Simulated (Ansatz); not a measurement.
# ReS2 monolayer (2H): phonons and vibrational spectra, part 3 of 3

Aim: the vibrations of ReS2 monolayer (2H), their spectra, and whether the structure is stable.

Ansatz 0.2.0; DFT PBEsol, scalar-relativistic, plane waves, PAW.

So far. Step 3 (Tight relaxation): The largest force component left is 0.11 meV/Å, within the tolerances set. Step 4 (Zone-centre response): Before it was imposed, the acoustic sum rule was missed by 2.6e-5 eV/Å². Small misses are needed for a sound result but don't prove that mesh and cutoff are converged. The lowest optical mode is real, 242 cm⁻¹.

## (5) Response at finite wavevector

Stability and thermal properties need the whole zone. Linear response on a 6×6×1 q mesh gives force constants as far as a supercell of that size would.

input.yaml reads:

```yaml
crystal:
  lattice:
    - [3.0005873966, 0.0, 0.0]
    - [-1.5002936983, 2.5985849117, 0.0]
    - [0.0, 0.0, 30.0]
  atoms:
    - { symbol: Re, position: [0.3333333333, 0.6666666667, 0.3333333333] }
    - { symbol: S, position: [0.6666666667, 0.3333333333, 0.3888986507] }
    - { symbol: S, position: [0.6666666667, 0.3333333333, 0.277768016] }
  periodic: [true, true, false]
kpoints:
  mp_grid: { grid: [18, 18, 1] }
hamiltonian:
  xc: pbesol
scf:
  occupations: { method: methfessel_paxton, width: 0.15 }
output:
  eigenvalues: true
phonons:
  method: dfpt
  qmesh: [6, 6, 1]
  temperatures: { t_max: 1000, t_step: 50 }
  qpath:
    path:
      - [0.0, 0.0, 0.0]
      - [0.5, 0.0, 0.0]
      - [0.33333333, 0.33333333, 0.0]
      - [0.0, 0.0, 0.0]
    npoints: 10
```

Run with:

```console
> ansatz run input.yaml --threads 8 --pin off --max-ram 14336MiB --backend cpu --events-out ev --progress --plain --runs-dir out
```

Numbers of over 12 decimals in the logs are rounded to 6 here.

The program printed:

```text
[...]
Crystal: 3 atoms, lattice volume = 233.918 Å³
Basis set: ecut = 420 eV, 4409 PW (Γ), exchange–correlation on 48×48×432 points (8 copies of the dense FFT grid, shifted against one another)
Bands: 18, of which v1, the nominal top of the filled ones, is band 14 counted from 1 (13 counted from 0)
Symmetry: 12 space group operations
k-points: 37 of 324 (time reversal used)
[...]
SCF iter   1: F=—  HF=-12507.991426 eV  |F-HF|=—  |Δ(HF+E_count)|=         —  Δρ=4.43e-3  dr2=5.21e-2  ethr=1.77e-3  ⟨swp⟩=14.0  Hψ=6580  notcnv=0
[...]
SCF iter  10: F=-12507.989386 eV  HF=-12507.989386 eV  |F-HF|=1.09e-11  |Δ(HF+E_count)|=  4.82e-10  S|Δr|=    0.00e0  Δρ=1.10e-8  dr2=1.80e-13  ethr=1.00e-12  ⟨swp⟩=9.8  Hψ=4221  notcnv=0
SCF 1 converged in 10 iterations: F = -12507.989386 eV  dr2 = 1.80e-13
[...]
phonons: the bands overlap, so this run is a metal and interpolates without the dipole-dipole term. If the crystal is really an insulator or semiconductor, its LO-TO splitting is missing
NSCF: frozen V_eff on 37 k-points
WARN: eigensolver did not converge (k=0): 1 band(s) unlocked after 2 eigensolves, warm-restarted (20 sweeps on the last) at ethr=1.11e-12 eV (storage-precision floor; scheduled 1.00e-12 eV) (lowest unlocked band 17, counted from 0; max residual 7.40e-5 eV among the unlocked bands, 7.40e-5 eV over every band; other slots of this pass that fall short are told together in one closing line; warning suppressed until the next SCF loop or pass starts)
WARN: eigensolver did not converge in 16 slots of this pass, the one above among them; of largest residual over every band (k=2): 1 band(s) unlocked (lowest unlocked band 17, counted from 0; max residual 2.99e-4 eV among the unlocked bands, 2.99e-4 eV over every band); of lowest unlocked band (k=0): band 17
[...]
DFPT response loops at q = (0, 0, 0) (fractional): preconditioner auto → none (partly filled bands, converged f_vac=0.757); β = 0.50; Broyden in place of MSR1
[...]
SCF converged after 10 iterations
[...]
Free energy (F): -12507.989386 eV
[...]
Internal energy: -12507.988973 eV  (E = F + TS)
E sigma→0 (E₀):  -12507.989282 eV
Entropy (-TS):   -0.000413 eV (-0.138 meV/atom)
Fermi energy:    -4.360407 eV
[...]
--- Band table (eV; the first three rows and the last of 37) ---
  k-point 0: bands = [... 10 lower, -7.5388, -7.4779, -7.4779, -3.1014, -3.1014, -3.0613, -3.0613, -0.7059]
  k-point 1: bands = [... 10 lower, -7.5697, -7.5307, -7.4414, -3.2911, -3.2198, -3.1311, -3.0197, -0.5961]
  k-point 2: bands = [... 10 lower, -7.8126, -7.5255, -7.4268, -3.8093, -3.4471, -3.3147, -2.8120, -0.3525]
  k-point 36: bands = [... 10 lower, -9.7957, -9.0486, -6.6712, -4.3032, -3.9987, -2.8185, -0.8981, -0.0943]
--- Phonons (Γ-DFPT): 4 representative perturbations + reference (Σ response iterations 18) ---
  ASR residual: 3.321e-5 → 0.000e0 eV/Å²; symmetrization residual: 2.821e-6 eV/Å²
  ASR residual per site (eV/Å²): 3.32e-5 2.17e-5 2.17e-5
  Γ frequencies (cm⁻¹): 0.00 0.00 0.00 242.30 258.28 258.28 316.39 316.39 388.25
--- Phonons (arbitrary-q DFPT): 7 irreducible q on the 6×6×1 mesh ---
  q = [0.0000, 0.0000, 0.0000] (star 1, of the zone-centre solve; hermiticity 3.21e-7, symmetrization 1.61e-13): -0.00 0.00 0.00 242.30 258.28 258.28 316.39 316.39 388.25
  q = [0.0000, 0.1667, 0.0000] (star 6, 6 solved perturbations on 171 of 324 k-point pairs; hermiticity 6.07e-7, symmetrization 9.10e-10): 44.02 65.40 90.82 238.05 264.01 301.69 306.98 312.97 360.78
[...]
q = [0.1667, 0.1667, 0.0000] (star 6, 4 solved perturbations in 990 linear systems a pass and spin channel, the states on 324 of 324 k-point pairs; hermiticity 2.81e-7, symmetrization 4.75e-11): -63.08 98.67 103.58 250.48 268.93 275.98 300.29 309.55 327.31
[...]
sum rule: each row above includes the acoustic sum rule's correction from the zone centre's row sums; it moved no ω² by more than (0.43 cm⁻¹)²
  mesh force constants: q→R imaginary residual 1.24e-18; ASR residual 3.321e-5 → 0.000e0 eV/Å²; symmetrization residual 1.066e-14 eV/Å²
  interpolated dispersion: 31 rows × 9 modes
  density of states and harmonic sums: on the 24×24×1 q-mesh, interpolated from the force constants of a 6×6×1 supercell (no non-analytic term)
  largest difference from the sums on the solved wave vectors: F 6.19e-2 eV, S 7.94e-5 and C_V 1.78e-5 eV/K
  zero-point energy: 0.121941 eV/cell   skipped modes (ω ≤ 0): 49, of them read as no rigid motion or as one in doubt: 46 (7.639e-1 modes/cell left out, lowest -226.32 cm⁻¹)   left out of the sums: 8.55e-2 of the cell's modes: C_V's classical limit lies that fraction below 3 k_B per atom; for a crystal, a wire or a layer, F and S can be off by more, and a phonons.interpolated_qmesh denser along its periods is the remedy for the sampling
```

Elapsed: 9.4 min, on 8 threads of Arm Neoverse V1, shared host; peak memory 3.1 GiB.

Numbers from this step:

```
sum-rule residual before enforcement                    : 3.32e-5 eV/Å²
lowest frequency on the path                            : -226.3 cm⁻¹
highest frequency on the path or at a solved wavevector : 388.3 cm⁻¹
lowest mode on the q mesh (acoustic modes at Γ apart)   : -226.3 cm⁻¹
```

Frequencies (cm⁻¹) solved at each irreducible wavevector; negative means imaginary. Frequencies by wavevector, by row:

```
q in reciprocal lattice units  star  mode 1  mode 2  mode 3  mode 4  mode 5  mode 6  mode 7  mode 8  mode 9
                        0 0 0     1       0       0       0   242.3   258.3   258.3   316.4   316.4   388.2
                   0 0.1667 0     6      44    65.4    90.8   238.1     264   301.7     307     313   360.8
                   0 0.3333 0     6  -112.8    78.1   123.3   253.6   270.2   291.8   294.1   294.8   333.9
                     0 -0.5 0     3  -226.3   -38.8   156.8   241.8   275.4   282.7   292.6   312.3   345.1
              0.1667 0.1667 0     6   -63.1    98.7   103.6   250.5   268.9     276   300.3   309.6   327.3
              0.1667 0.3333 0    12  -143.2      84   146.1   252.9   283.4   292.4   295.1   313.3   334.2
              0.3333 0.3333 0     2  -131.6    68.2   155.4   279.3   281.9   292.6     297   311.9   326.4
```

Interpolated from a 6×6×1 q mesh. The phonon branches at the labelled points (cm⁻¹):

```
  point  branch 1  branch 2  branch 3  branch 4  branch 5  branch 6  branch 7  branch 8  branch 9
      Γ         0         0         0       242       258       258       316       316       388
halfway        69        77        86       250       268       291       302       302       339
      M      -226       -39       157       242       275       283       293       312       345
halfway      -163        61       154       254       287       291       294       317       339
      K      -132        68       155       279       282       293       297       312       326
halfway       -63        99       104       250       269       276       300       310       327
      Γ         0         0         0       242       258       258       316       316       388
```

The phonon branches as a text plot (rows in cm⁻¹):

```
    375 |*******                                           ******
    350 |       ****    ************                  *****
    324 |*******    ****  ****************************   ********
    299 |   *************************************************
    273 | ************************* ****************************
    247 |***  **********************           ************  ****
    222 |   **                                             *****
    196 |
    171 |
    145 |               **************************
    119 |           ****                          **
     94 |     ******                         *****  *****
     68 |   ************           **********         *******
     43 | ******        **      ***                   *****  ***
     17 | ****                                             **
     -9 |***              **   *                             ****
    -34 |                   ***
    -60 |           **                              **
    -85 |                                         **
   -111 |                                    *****
   -137 |             **            *********
   -162 |                          *
   -188 |               **      ***
   -213 |                 ******
         Γ                   M           K                      Γ
```

The phonon density of states has structure finer than the step of the table below, so its rows give means over 25 cm⁻¹, whole bins alone (the curve runs from -228 to 388 cm⁻¹). Peaks (cm⁻¹: height): 87.5: 0.0360, 152.5: 0.0414, 252.5: 0.068, 292.5: 0.138, 332.5: 0.0549.

Tetrahedra on a 24×24×1 mesh, mean over bins of 5 cm-1. Interpolated from a 6×6×1 q mesh. Table of phonon density of states by wavenumber; means over each step:

wavenumber (cm⁻¹), phonon density of states (1/cm⁻¹/cell) and a bar:
```
     -200      0.003 #
     -175      0.003 #
     -150      0.005 ##
     -125      0.009 ###
     -100      0.004 #
      -75      0.002 #
      -50      0.001 
      -25      0.002 #
        0      0.003 #
       25      0.005 ##
       50      0.011 ####
       75      0.026 #########
      100      0.019 ######
      125      0.008 ###
      150      0.018 ######
      175      0.000 
      200      0.000 
      225      0.004 #
      250      0.036 ############
      275      0.052 #################
      300      0.092 ##############################
      325      0.040 #############
      350      0.013 ####
      375      0.003 #
```

The partial phonon density of states has structure finer than the step of the table below, so its rows give means over 20 cm⁻¹, whole bins alone (the curve runs from -234 to 410 cm⁻¹). Peaks (cm⁻¹: height): Re -181.1: 0.00462, -120.4: 0.00781, 37.5: 0.00876, 82.0: 0.0240, 150.8: 0.0203, 300.6: 0.0151; S 252.0: 0.0465, 292.5: 0.0988, 333.0: 0.0417.

Phonopy on the run's constants, 21x21x1 mesh, Gaussian sigma 4.6 cm-1. Interpolated from a 6×6×1 q mesh. Table of partial phonon density of states by wavenumber; means over each step; values in 1/cm⁻¹/cell:

```
wavenumber (cm⁻¹)       Re        S
             -220  0.00173   2.6e-4
             -200  0.00240   3.7e-4
             -180  0.00330   5.3e-4
             -160  0.00291   4.8e-4
             -140  0.00597   9.9e-4
             -120  0.00698  0.00123
             -100  0.00322   6.2e-4
              -80  0.00191   3.6e-4
              -60  0.00190   3.7e-4
              -40   1.0e-3   1.6e-4
              -20   8.4e-4   1.4e-4
                0  0.00116   4.0e-4
               20  0.00400  0.00105
               40  0.00716  0.00187
               60   0.0138  0.00336
               80   0.0218  0.00505
              100   0.0151  0.00371
              120  0.00623  0.00201
              140   0.0112  0.00322
              160  0.00883  0.00221
              180   1.2e-5   1.9e-6
              200        0        0
              220   6.1e-5  0.00115
              240  0.00134   0.0237
              260   9.1e-4   0.0385
              280  0.00476   0.0613
              300   0.0136   0.0745
              320  0.00577   0.0370
              340  0.00185   0.0278
              360   6.6e-5  0.00434
              380   9.6e-6  0.00308
```

Symmetry leaves 7 wavevectors to solve. The lowest mode among them, the acoustic zeros apart, lies at q = (0, -0.5, 0) and is imaginary, 226.3i cm⁻¹, so the energy falls along it.

## (6) Isotope substitution

An isotope changes the mass and not the force constants, so no new electronic calculation is needed; the shifts show which modes move this element.

The same force constants with the mass of S changed from 32.060 to 33.968 u (phonopy, no LO-TO term). Both lists are sorted by frequency; levels can cross, so a row need not hold one and the same mode. Modes under 3 cm⁻¹ are left out. Isotope shifts, by row:

```
         q  rank  natural mass (cm⁻¹)  changed mass (cm⁻¹)
     0 0 0     4                242.3                237.2
     0 0 0     5                258.3                250.9
     0 0 0     6                258.3                250.9
     0 0 0     7                316.4                309.7
     0 0 0     8                316.4                309.7
     0 0 0     9                388.2                377.2
0 0.1667 0     1                44.02                43.67
0 0.1667 0     2                 65.4                64.94
0 0.1667 0     3                90.82                90.27
0 0.1667 0     4                238.1                231.3
0 0.1667 0     5                  264                256.5
0 0.1667 0     6                301.7                295.4
0 0.1667 0     7                  307                299.9
0 0.1667 0     8                  313                306.2
0 0.1667 0     9                360.8                350.6
0 0.3333 0     1               -112.8               -112.3
0 0.3333 0     2                78.14                77.75
0 0.3333 0     3                123.3                122.3
0 0.3333 0     4                253.6                247.1
0 0.3333 0     5                270.2                262.5
0 0.3333 0     6                291.8                284.8
0 0.3333 0     7                294.1                286.9
0 0.3333 0     8                294.8                287.1
0 0.3333 0     9                333.9                325.2
  0 -0.5 0     1               -226.3               -225.5
  0 -0.5 0     2               -38.77               -38.62
  0 -0.5 0     3                156.8                156.2
  0 -0.5 0     4                241.8                235.8
  0 -0.5 0     5                275.4                267.5
  0 -0.5 0     6                282.7                275.7
  0 -0.5 0     7                292.6                284.3
  0 -0.5 0     8                312.3                304.4
  0 -0.5 0     9                345.1                335.4
```

A mode of this element alone would shift by -2.85 %. The highest zone-centre frequency without the field goes from 388.2 to 377.2 cm⁻¹ (-2.8 %). The product of the frequency ratios over all optical modes at Γ is 0.860; the product rule, (m/m′)^(3k/2) (M′/M)^(3/2) with k = 2 such atoms and M the mass of the cell, gives 0.860.

## (7) What came out

```
space group after relaxation (within 0.01 Å)            : P-6m2
area per atom                                           : 2.60 Å²
electronic character                                    : no gap on this mesh
highest optical mode at the zone centre (no LO-TO term) : 388 cm⁻¹
lowest optical zone-centre mode                         : 242 cm⁻¹
lowest mode on the q mesh (acoustic modes at Γ apart)   : -226 cm⁻¹
highest frequency on the path or at a solved wavevector : 388 cm⁻¹
imaginary modes on the 6×6×1 q mesh                     : yes
```

In words: Modes are clearly imaginary (beyond 10i cm⁻¹) at 5 of the 7 irreducible wavevectors, most at q = (0, -0.5, 0) (226.3i cm⁻¹), so this structure is not a minimum of the energy. The optical modes at Γ span 242 to 388 cm⁻¹. The highest mode in this list at Γ, 388.2 cm⁻¹, is mostly motion of S (100 % of the kinetic energy). With no gap, or one that is small against the smearing, the frequencies hang on the k mesh and the smearing, most of all near Kohn anomalies. The phonon runs are without spin polarisation, although the cell has an odd electron count. In a sheet or slab the interpolated bending branch near Γ is rough, since the rotational sum rule isn't imposed. Spin-orbit coupling is left out, which can matter for the heavy elements here. A phonon run warned that its eigensolver left some bands unconverged in a pass. The starting cell was built on a prototype and not taken from a measurement. These are harmonic frequencies at zero temperature: anharmonic shifts, linewidths and thermal expansion are left out.

[Logs are printed without paths, hosts, clocks, repeated set-up lines and the standing remarks that a program may print on its own settings, such as how far it seeks lower states.]

[Hosts, paths, dates, database ids (printed as entryN), source tags and the programs' standing remarks are cut or masked in the printed files.]
